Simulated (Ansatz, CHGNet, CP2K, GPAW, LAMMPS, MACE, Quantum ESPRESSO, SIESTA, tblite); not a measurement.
## CP2K on amorphous Ge (61 atoms): settings against a plane-wave reference

How do the settings of CP2K change the result for amorphous Ge (61 atoms)? A plane-wave run serves as the yardstick.

Calculated with CP2K 2026.2; the method is named at each step.

## 1. The starting structure

The cell holds 61 atoms: 61 Ge. Cell: a = 11.188 Å, b = 11.188 Å, c = 11.188 Å, α = 90.0°, β = 90.0°, γ = 90.0°. 61 atoms (61 Ge) placed at random at 5.25 g/cm³, melted at 3500 K for 10 ps at fixed volume with the Tersoff potential (Tersoff, Phys. Rev. B 39, 5566 (1989)). Quenched from 3500 K to 500 K at 3 K/ps and fixed volume, held 5 ps.

The yardstick, on the same geometry:

```
method                 : Kohn-Sham DFT, PBE, PAW, plane waves (Ansatz 0.2.0); cutoff 420 eV, Γ point, fermi-dirac smearing of 0.05 eV; PAW set soft_2
r.m.s. force component : 0.6372 eV/Å
longest force          : 2.142 eV/Å
pressure               : 4.042 GPa
SCF cycles             : 9
time                   : 24 s on 4 threads of Arm Neoverse V2, shared host
CPU time               : 91 s
```

## 2. PBE, DZVP-UZH, 350/50 Ry, diagonalisation

Method: Kohn-Sham DFT, PBE, GTH-PBE pseudopotentials, Gaussian and plane waves, DZVP-MOLOPT (UZH set), diagonalisation.

File input.inp:

```
&GLOBAL
  PROJECT cell
  RUN_TYPE ENERGY_FORCE
  PRINT_LEVEL LOW
&END GLOBAL
&FORCE_EVAL
  METHOD QS
  STRESS_TENSOR ANALYTICAL
  &DFT
    BASIS_SET_FILE_NAME BASIS_MOLOPT_UZH
    POTENTIAL_FILE_NAME POTENTIAL_UZH
    &MGRID
      CUTOFF 350
      REL_CUTOFF 50
    &END MGRID
    &QS
      EPS_DEFAULT 1.0E-12
    &END QS
    &SCF
      SCF_GUESS ATOMIC
      EPS_SCF 1.0E-06
      MAX_SCF 200
      ADDED_MOS 27
      &DIAGONALIZATION
        ALGORITHM STANDARD
      &END DIAGONALIZATION
      &SMEAR ON
        METHOD FERMI_DIRAC
        ELECTRONIC_TEMPERATURE [K] 580
      &END SMEAR
      &MIXING
        METHOD BROYDEN_MIXING
        ALPHA 0.15
        NBROYDEN 8
      &END MIXING
      &PRINT
        &RESTART OFF
        &END RESTART
      &END PRINT
    &END SCF
    &XC
      &XC_FUNCTIONAL PBE
      &END XC_FUNCTIONAL
    &END XC
    &PRINT
      &MULLIKEN ON
      &END MULLIKEN
      &HIRSHFELD ON
        SHAPE_FUNCTION DENSITY
      &END HIRSHFELD
      &MO ON
        EIGENVALUES T
        OCCUPATION_NUMBERS T
        MO_INDEX_RANGE 111 134
        &EACH
          QS_SCF 0
        &END EACH
        ADD_LAST NUMERIC
      &END MO
    &END PRINT
  &END DFT
  &SUBSYS
    &CELL
      A 11.18750 0.00000 0.00000
      B 0.00000 11.18750 0.00000
      C 0.00000 0.00000 11.18750
    &END CELL
    &TOPOLOGY
      COORD_FILE_NAME structure.xyz
      COORD_FILE_FORMAT XYZ
    &END TOPOLOGY
    &KIND Ge
      BASIS_SET DZVP-MOLOPT-PBE-GTH-q4
      POTENTIAL GTH-PBE-q4
    &END KIND
  &END SUBSYS
  &PRINT
    &FORCES ON
    &END FORCES
    &STRESS_TENSOR ON
    &END STRESS_TENSOR
  &END PRINT
&END FORCE_EVAL
```

File structure.xyz:

```xyz
61

Ge 5.87422 6.35718 2.45185
Ge 0.62706 6.30483 1.50707
Ge 8.07145 0.91346 5.15363
Ge 2.56988 5.10049 0.09431
Ge 5.06078 8.14114 6.03857
Ge 4.03544 5.42985 3.66614
Ge 4.78176 5.69578 6.02234
Ge 11.02987 11.16949 7.45669
Ge 8.19865 4.70009 8.40047
Ge 3.67778 2.98952 0.90663
Ge 10.48716 3.54946 8.98211
Ge 5.83160 2.48508 11.05896
Ge 0.69955 7.26136 10.15445
Ge 2.13838 6.89765 3.36072
Ge 0.08200 2.33215 6.91790
Ge 2.71286 10.52979 4.31457
Ge 2.85382 5.11906 7.13852
Ge 3.30937 3.09849 3.35200
Ge 7.54664 1.90959 1.54801
Ge 8.42419 7.19222 7.86403
Ge 5.80508 9.74386 2.57749
Ge 4.70938 8.10344 9.95352
Ge 1.09000 5.11437 9.07317
Ge 8.68363 4.77292 4.82237
Ge 2.01912 10.36712 0.65391
Ge 3.43199 1.13363 8.78801
Ge 5.65014 0.34726 9.64631
Ge 6.76105 4.31110 6.38448
Ge 2.24186 1.50673 11.01566
Ge 6.76094 8.09181 4.04809
Ge 10.01483 8.17448 1.96564
Ge 9.91716 2.66688 5.02811
Ge 8.44533 4.14116 2.19868
Ge 1.27168 6.95258 5.81549
Ge 2.69630 8.98356 6.02648
Ge 2.01297 10.38278 7.98038
Ge 0.65950 2.69697 3.37102
Ge 9.95408 10.55921 5.16124
Ge 6.56236 8.70343 7.99559
Ge 4.06330 1.48458 4.80168
Ge 4.09709 7.10708 0.93460
Ge 8.33860 7.92433 0.18952
Ge 11.01387 10.33468 1.59332
Ge 6.04684 1.95580 6.29398
Ge 6.43695 0.82206 3.45425
Ge 10.97259 2.27498 10.96118
Ge 0.52100 0.14342 3.64858
Ge 6.43225 9.62528 11.12194
Ge 9.74084 8.29397 9.51005
Ge 7.34146 0.10371 7.76860
Ge 9.38452 10.70521 9.14052
Ge 3.37001 9.07452 2.46807
Ge 10.81507 3.92357 1.59646
Ge 9.37479 0.52604 0.21782
Ge 7.38565 5.77219 0.80427
Ge 9.79712 6.62680 5.93956
[... 1 atom lines left out ...]
Ge 4.27217 5.66390 9.38072
Ge 9.22174 8.39521 4.20079
Ge 2.41001 8.96432 9.89288
Ge 6.39366 4.57132 10.02937
```

Launch:

```sh
$ OMP_NUM_THREADS=2 cp2k.psmp -i input.inp > output.txt
```

Numbers of over 12 decimals in the logs are rounded to 6 here.

The log of the run:

```text
CP2K| version string:                                       CP2K version 2026.2
 CP2K| Input file name                                                 input.inp
 GLOBAL| Basis set file name                                    BASIS_MOLOPT_UZH
 GLOBAL| Potential file name                                       POTENTIAL_UZH
 GLOBAL| Run type                                                   ENERGY_FORCE
 GLOBAL| Total number of message passing processes                             1
 GLOBAL| Number of threads for this process                                    2
 TOTAL NUMBERS AND MAXIMUM NUMBERS
  Total number of            - Atomic kinds:                                   1
                             - Atoms:                                         61
                             - Shell sets:                                    61
                             - Shells:                                       305
                             - Primitive Cartesian functions:                244
                             - Cartesian basis functions:                    854
                             - Spherical basis functions:                    793
  Maximum angular momentum of the orbital basis functions:                     2
 SCF PARAMETERS         Density guess:                                    ATOMIC
                        max_scf:                                             200
                        eps_scf:                                        1.00E-06
                        added MOs                                        27    0
                        Mixing method:                            BROYDEN_MIXING
                                                charge density mixing in g-space
                        Smear method:                                FERMI_DIRAC
                        Electronic temperature [K]:                        580.0
                        Electronic temperature [a.u.]:                  1.84E-03
                        Accuracy threshold:                             1.00E-10
 Extrapolation method: initial_guess
 Number of electrons:                                                        244
 Number of occupied orbitals:                                                122
 Number of molecular orbitals:                                               149
 Number of orbital functions:                                                793
 Number of independent orbital functions:                                    793
 SCF WAVEFUNCTION OPTIMIZATION
  Step     Update method      Time    Convergence         Total energy    Change
     1 NoMix/Diag. 0.15E+00    2.2     0.41642386      -243.2497266873 -2.43E+02
     2 Broy./Diag. 0.15E+00    2.9     0.02999544      -237.9857067125  5.26E+00
     3 Broy./Diag. 0.15E+00    2.9     0.08921501      -238.2017394895 -2.16E-01
     4 Broy./Diag. 0.15E+00    2.9     0.07387307      -238.9627404185 -7.61E-01
[...]
16 Broy./Diag. 0.15E+00    3.1     0.00000683      -239.0173788458 -1.14E-04
    17 Broy./Diag. 0.15E+00    3.1     0.00000080      -239.0174026049 -2.38E-05
  *** SCF run converged in    17 steps ***
  Electronic density on regular grids:       -244.0000000000        0.0000000000
  Core density on regular grids:              243.9999999991       -0.0000000009
  Total charge density on r-space grids:       -0.0000000009
  Total charge density g-space grids:          -0.0000000009
  Overlap energy of the core charge distribution:               6.97376e-07
  Self energy of the core charge distribution:               -509.442073
  Core Hamiltonian energy:                                    120.601087
  Hartree energy:                                             221.043005
  Exchange-correlation energy:                                -71.214289
  Electronic entropic energy:                                  -0.00513263
  Fermi energy:                                                 0.156307
  Total energy:                                              -239.017403
  Total energy (extrapolated to T->0):                       -239.014836
 MO| EIGENVALUES AND OCCUPATION NUMBERS
 MO|
 MO|  Index      Eigenvalue [a.u.]        Eigenvalue [eV]             Occupation
 MO|    111               0.116396               3.167292               2.000000
 MO|    112               0.120206               3.270971               2.000000
 MO|    113               0.122313               3.328317               2.000000
[...]
MO|    133               0.199369               5.425093               0.000000
 MO|    134               0.203010               5.524189               0.000000
 MO| Sum:                                                             244.000000
 MO| E(Fermi):            0.156307 a.u.          4.253318 eV
 !-----------------------------------------------------------------------------!
                     Mulliken Population Analysis
 #  Atom  Element  Kind  Atomic population                           Net charge
       1     Ge       1          3.962533                              0.037467
       2     Ge       1          3.959700                              0.040300
       3     Ge       1          4.022598                             -0.022598
[...]
60     Ge       1          4.013708                             -0.013708
      61     Ge       1          3.980926                              0.019074
 # Total charge                            244.000000                  0.000000
 !-----------------------------------------------------------------------------!
 !-----------------------------------------------------------------------------!
                           Hirshfeld Charges
  #Atom  Element  Kind  Ref Charge     Population                    Net charge
      1       Ge     1       4.000          4.005                        -0.005
      2       Ge     1       4.000          3.982                         0.018
      3       Ge     1       4.000          4.016                        -0.016
[...]
60       Ge     1       4.000          4.013                        -0.013
     61       Ge     1       4.000          4.021                        -0.021
  Total Charge                                                           -0.000
 !-----------------------------------------------------------------------------!
 ENERGY| Total FORCE_EVAL ( QS ) energy [hartree]           -239.017383
 FORCES| Atomic forces [hartree/bohr]
 FORCES|   Atom     x               y               z               |f|
 FORCES|      1 -3.66033630E-03  9.48925561E-03  1.71809014E-02   1.99656557E-02
 FORCES|      2 -1.66758553E-02 -4.12127199E-03 -1.41668671E-02   2.22658742E-02
 FORCES|      3  1.57634377E-02  3.29647486E-04  1.61275584E-02   2.25542186E-02
[...]
FORCES|     60 -3.13274049E-03  3.87603218E-04 -3.35776825E-03   4.60856885E-03
 FORCES|     61  3.50842121E-03  4.40481897E-03  1.04867593E-02   1.19030908E-02
 FORCES| Sum     1.67186784E-07 -2.12834573E-07 -1.16679718E-06
 FORCES| Total atomic force                                       1.19777528E-06
 STRESS| Analytical stress tensor [bar]
 STRESS|                        x                   y                   z
 STRESS|      x        4.01060707502E+04   1.40053737747E+03  -2.46697447877E+03
 STRESS|      y        1.40053737747E+03   4.34601471201E+04  -4.83483589466E+02
 STRESS|      z       -2.46697447877E+03  -4.83483589466E+02   5.60013752417E+04
 STRESS| 1/3 Trace                                             4.65225310373E+04
```

It took 61 s on 2 threads of Arm Neoverse V2, shared host; peak memory 1.6 GiB; 1.9 min of CPU time.

Banners, paths, timers and routine set-up lines are dropped from the logs unmarked, and long logs keep their key lines alone; longer cuts are marked.

Against the reference:

```yaml
r_m_s_force_component: 0.6365 eV/Å
r_m_s_difference_of_force_components: 30.13 meV/Å
longest_difference_of_force_vectors: 110.7 meV/Å
force_difference_over_r_m_s_force: 4.729 %
slope_of_forces_against_the_reference_s: 0.9978
correlation_of_force_components: 0.9989
pressure: 4.652 GPa
pressure_difference: 0.6107 GPa
```

The surroundings of Ge44, whose charge lies farthest from its element's mean, nearest first, numbered as they follow in the input and with coordinates relative to it.

```csv
atom,x,y,z,distance (Å),bonds,Hirshfeld charge (e),Fx,Fy,Fz (eV/Å)
Ge44,0.00,0.00,0.00,0.00,4,0.05,-0.07,-0.13,0.28
Ge28,0.71,2.36,0.09,2.46,4,-0.01,0.69,-0.08,-0.57
Ge40,-1.98,-0.47,-1.49,2.53,5,0.00,0.38,-1.45,0.96
Ge3,2.02,-1.04,-1.14,2.55,5,-0.02,0.81,0.02,0.83
Ge50,1.29,-1.85,1.47,2.70,5,0.01,-0.41,-0.61,0.31
Ge45,0.39,-1.13,-2.84,3.08,4,0.00,-1.08,-0.27,-0.89
Ge57,-3.38,0.64,0.47,3.47,4,0.02,-0.18,0.31,0.30
Ge26,-2.61,-0.82,2.49,3.71,4,-0.02,-0.80,-0.26,-0.16
Ge27,-0.40,-1.61,3.35,3.74,4,0.02,0.22,0.91,0.02
```

Forces lie 4.7 % from the reference's, at 1.2 times its CPU time (on 2 against 4 cores).

## 3. PBE, TZV2P-MOLOPT (SR for Ge), 350/50 Ry, diagonalisation

Method: Kohn-Sham DFT, PBE, GTH-PBE pseudopotentials, Gaussian and plane waves, TZV2P-MOLOPT-GTH, diagonalisation.

Changes to input.inp since step 2:

```diff
@@ -9,4 +9,5 @@
   &DFT
-    BASIS_SET_FILE_NAME BASIS_MOLOPT_UZH
-    POTENTIAL_FILE_NAME POTENTIAL_UZH
+    BASIS_SET_FILE_NAME BASIS_MOLOPT
+    BASIS_SET_FILE_NAME BASIS_MOLOPT_UCL
+    POTENTIAL_FILE_NAME GTH_POTENTIALS
     &MGRID
@@ -67,8 +68,31 @@
     &END CELL
-    &TOPOLOGY
-      COORD_FILE_NAME structure.xyz
-      COORD_FILE_FORMAT XYZ
-    &END TOPOLOGY
+    &COORD
+      Ge 5.87422 6.35718 2.45185
+      Ge 0.62706 6.30483 1.50707
+      Ge 8.07145 0.91346 5.15363
+      Ge 2.56988 5.10049 0.09431
+      Ge 5.06078 8.14114 6.03857
+      Ge 4.03544 5.42985 3.66614
+      Ge 4.78176 5.69578 6.02234
+      Ge 11.02987 11.16949 7.45669
+      Ge 8.19865 4.70009 8.40047
+      Ge 3.67778 2.98952 0.90663
+      Ge 10.48716 3.54946 8.98211
+      Ge 5.83160 2.48508 11.05896
+      Ge 0.69955 7.26136 10.15445
+      Ge 2.13838 6.89765 3.36072
+      Ge 0.08200 2.33215 6.91790
+      Ge 2.71286 10.52979 4.31457
+      Ge 2.85382 5.11906 7.13852
+      Ge 3.30937 3.09849 3.35200
+      Ge 7.54664 1.90959 1.54801
+      Ge 8.42419 7.19222 7.86403
+[... 37 atom lines left out ...]
+      Ge 4.27217 5.66390 9.38072
+      Ge 9.22174 8.39521 4.20079
+      Ge 2.41001 8.96432 9.89288
+      Ge 6.39366 4.57132 10.02937
+    &END COORD
     &KIND Ge
-      BASIS_SET DZVP-MOLOPT-PBE-GTH-q4
+      BASIS_SET TZV2P-MOLOPT-SR-GTH-q4
       POTENTIAL GTH-PBE-q4
```

Launch:

```sh
$ OMP_NUM_THREADS=1 mpirun -np 4 cp2k.psmp -i input.inp > output.txt
```

The log of the run:

```text
CP2K| version string:                                       CP2K version 2026.2
 CP2K| Input file name                                                 input.inp
 GLOBAL| Basis set file name                                        BASIS_MOLOPT
 GLOBAL| Potential file name                                      GTH_POTENTIALS
 GLOBAL| Run type                                                   ENERGY_FORCE
 GLOBAL| Total number of message passing processes                             4
 GLOBAL| Number of threads for this process                                    1
 TOTAL NUMBERS AND MAXIMUM NUMBERS
  Total number of            - Atomic kinds:                                   1
                             - Atoms:                                         61
[... lines left out ...]
                        Smear method:                                FERMI_DIRAC
[... lines left out ...]
 Number of electrons:                                                        244
[... lines left out ...]
  Step     Update method      Time    Convergence         Total energy    Change
[... lines left out ...]
  *** SCF run converged in    17 steps ***
[... lines left out ...]
  Fermi energy:                                                 0.154675
  Total energy:                                              -239.174251
  Total energy (extrapolated to T->0):                       -239.171733
[... lines left out ...]
 MO| E(Fermi):            0.154675 a.u.          4.208915 eV
[... lines left out ...]
 !-----------------------------------------------------------------------------!
 !-----------------------------------------------------------------------------!
                           Hirshfeld Charges
  #Atom  Element  Kind  Ref Charge     Population                    Net charge
      1       Ge     1       4.000          4.005                        -0.005
      2       Ge     1       4.000          3.982                         0.018
      3       Ge     1       4.000          4.017                        -0.017
[...]
60       Ge     1       4.000          4.013                        -0.013
     61       Ge     1       4.000          4.022                        -0.022
  Total Charge                                                           -0.000
 !-----------------------------------------------------------------------------!
 ENERGY| Total FORCE_EVAL ( QS ) energy [hartree]           -239.174248
 FORCES| Atomic forces [hartree/bohr]
 FORCES|   Atom     x               y               z               |f|
 FORCES|      1 -3.51733413E-03  1.03246994E-02  1.73246132E-02   2.04722563E-02
 FORCES|      2 -1.63028568E-02 -3.72976543E-03 -1.49011561E-02   2.23995255E-02
 FORCES|      3  1.62827940E-02  5.45828609E-04  1.62507170E-02   2.30111519E-02
[...]
FORCES|     60 -2.81110251E-03  2.79588335E-04 -2.98260553E-03   4.10808991E-03
 FORCES|     61  3.35640761E-03  4.95215027E-03  1.08086061E-02   1.23537536E-02
 FORCES| Sum     1.65480935E-07 -4.13845486E-07 -1.45459702E-06
 FORCES| Total atomic force                                       1.52134957E-06
 STRESS| Analytical stress tensor [bar]
 STRESS|                        x                   y                   z
 STRESS|      x        3.94395411350E+04   1.29392184268E+03  -2.12170266040E+03
 STRESS|      y        1.29392184268E+03   4.26109868730E+04  -6.44941355122E+02
 STRESS|      z       -2.12170266040E+03  -6.44941355122E+02   5.44611584336E+04
 STRESS| 1/3 Trace                                             4.55038954805E+04
```

It took 30 s on 4 MPI ranks; peak memory 3.2 GiB; 2 min of CPU time.

Against the reference:

| Item | Value |
| --- | --- |
| r.m.s. force component | 0.6331 eV/Å |
| r.m.s. difference of force components | 18.62 meV/Å |
| longest difference of force vectors | 86.43 meV/Å |
| force difference over r.m.s. force | 2.923 % |
| slope of forces against the reference's | 0.9933 |
| correlation of force components | 0.9996 |
| pressure | 4.55 GPa |
| pressure difference | 0.5088 GPa |

Against the first run (4.7 %), the force difference from the reference is 2.9 %, at 1.1 times the CPU time (on 4 against 2 cores), with 1342 basis functions against 793; this set comes with other potentials too, so the change isn't the basis's alone.

[end of part 1 of 4]

[Also dropped from logs without a mark: logging warnings of Python, and SIESTA's first energy breakdown and zero terms.]

[Logs are printed without paths, hosts, clocks, repeated set-up lines and the standing remarks that a program may print on its own settings, such as how far it seeks lower states.]

[Hosts, paths, dates, database ids (printed as entryN), source tags and the programs' standing remarks are cut or masked in the printed files.]
